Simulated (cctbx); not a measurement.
# Nb3AlAu2: precision against data quality

Space group Fd-3m (no. 227, origin choice 1), a = 11.9580 Å, b = 11.9580 Å, c = 11.9580 Å, α = 90.00°, β = 90.00°, γ = 90.00°.

| atom | mult. | x | y | z | Ueq (Å²) |
| --- | --- | --- | --- | --- | --- |
| Au1 | 32 | 0.3368 | 0.8368 | 0.3368 | 0.0073 |
| Nb1 | 48 | 0.0572 | 1/4 | 1/4 | 0.0092 |
| Al1 | 16 | 1/8 | 5/8 | 1/8 | 0.0154 |

The model is made up (kin elements in a known structure type, no relaxation), so it says nothing on whether the phase exists.

Five simulated data sets (cctbx; Mo Kα, λ = 0.71073 Å; 3 % proportional error) differ in resolution or exposure (noise floor 2 counts in the first three, 8 in the last two). Each is refined with the right model, isotropic at 1.1 Å and anisotropic otherwise. How do the figures of merit and the uncertainties move?

| d min (Å) | top counts | ⟨I/σ⟩ (unmerged, absences included) | unique | param. (scale apart) | Rint | R1 | GooF | largest s.u. xyz (fractional) | s.u. U of Al1 (Å²) | largest error (Å) |
| --- | --- | --- | --- | --- | --- | --- | --- | --- | --- | --- |
| 1.1 | 5000 | 2.9 | 47 | 5 | 0.037 | 0.0092 | 1.60 | 0.00010 | 0.0019 | 0.0006 |
| 0.84 | 5000 | 2.6 | 94 | 9 | 0.042 | 0.0070 | 0.96 | 0.00004 | 0.0006 | 0.0005 |
| 0.6 | 5000 | 2.1 | 236 | 9 | 0.052 | 0.0072 | 0.90 | 0.00002 | 0.0003 | 0.0001 |
| 0.75 | 300 | 0.3 | 129 | 9 | 0.365 | 0.0428 | 1.01 | 0.00030 | 0.0050 | 0.0028 |
| 0.75 | 3000 | 1.6 | 129 | 9 | 0.071 | 0.0113 | 1.00 | 0.00006 | 0.0009 | 0.0002 |

GooF reaches 1.6 where the model lacks something that the data hold (anisotropy at the isotropic level, for one). The s.u. of U for Al1 goes 0.0019, 0.0006, 0.0003 Å² with resolution and 0.0050, 0.0009 Å² with exposure.

The 1.1 Å row also differs in its displacement model, so it isn't a clean test of resolution.

Hardware for the 0.6 Å refinement: 0.98 s on 1 thread of Arm Neoverse N1, on a shared host, peak memory 0.1 GiB.
